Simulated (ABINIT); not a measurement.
An input for ABINIT 10.8.3 (CaC2 (I4/mmm)):

```
acell 3*1.0 Angstrom
rprim 
  -1.934298599400 1.934298599400 3.202111242500
  1.934298599400 -1.934298599400 3.202111242500
  1.934298599400 1.934298599400 -3.202111242500
ntypat 2
znucl 20 6
natom 3
typat 1 2 2
xred 
  0.000000000000 0.000000000000 0.000000000000
  0.597892720000 0.597892720000 0.000000000000
  0.402107280000 0.402107280000 0.000000000000
pp_dirpath "pseudos"
pseudos "Ca.upf, C.upf"
ecut 37
ngkpt 4 4 4
nshiftk 1
shiftk 0 0 0
kptopt 1
chksymbreak 0
istwfk *1
occopt 1
irdwfk 1
optdriver 3
nband 53
ecuteps 3.9
inclvkb 2
awtr 1
symchi 1
irdqps 1
gwcalctyp 10
nqptdm 12
qptdm 
  0.2500000000 0.0000000000 0.0000000000
  0.5000000000 0.0000000000 0.0000000000
  0.2500000000 0.2500000000 0.0000000000
  0.5000000000 0.2500000000 0.0000000000
  -0.2500000000 0.2500000000 0.0000000000
  0.5000000000 0.5000000000 0.0000000000
  0.2500000000 0.2500000000 0.2500000000
  -0.2500000000 0.2500000000 0.2500000000
  0.5000000000 0.5000000000 0.2500000000
  -0.2500000000 0.5000000000 0.2500000000
  -0.2500000000 -0.2500000000 0.2500000000
  0.5000000000 0.5000000000 0.5000000000
indata_prefix "in"
outdata_prefix "out"
tmpdata_prefix "tmp"
```

```sh
OMP_NUM_THREADS=1 mpirun -n 4 abinit run.abi > log; mrgscr < mrgscr.stdin
```

Estimate wall time and host memory on 4 MPI ranks of Intel Xeon Platinum 8259CL at 2.50GHz (Skylake/Cascade Lake), shared host.

It took 2.6 min; on shared hardware allow 79 s to 5.3 min. Peak host memory was 1.9 GiB.

[Paths, hosts, dates, memory and timing lines, banners, echoed tables and standing remarks are left out of the program output.]

[Logs are printed without paths, hosts, clocks, repeated set-up lines and the standing remarks that a program may print on its own settings, such as how far it seeks lower states.]

[Runs of the session that timed out or met a known fault of the program may be left out.]

[Hosts, paths, dates, database ids (printed as entryN), source tags and the programs' standing remarks are cut or masked in the printed files.]

[G0W0 gaps are taken among the corrected bands and points alone; a level outside them can change the order at an edge.]

[Where Ansatz stands beside ABINIT at settings called matched, ABINIT's density can come from a denser mesh and the files from another edition; pairs whose starting gaps differed by over 0.03 eV were left out, so agreement reads better than it is.]
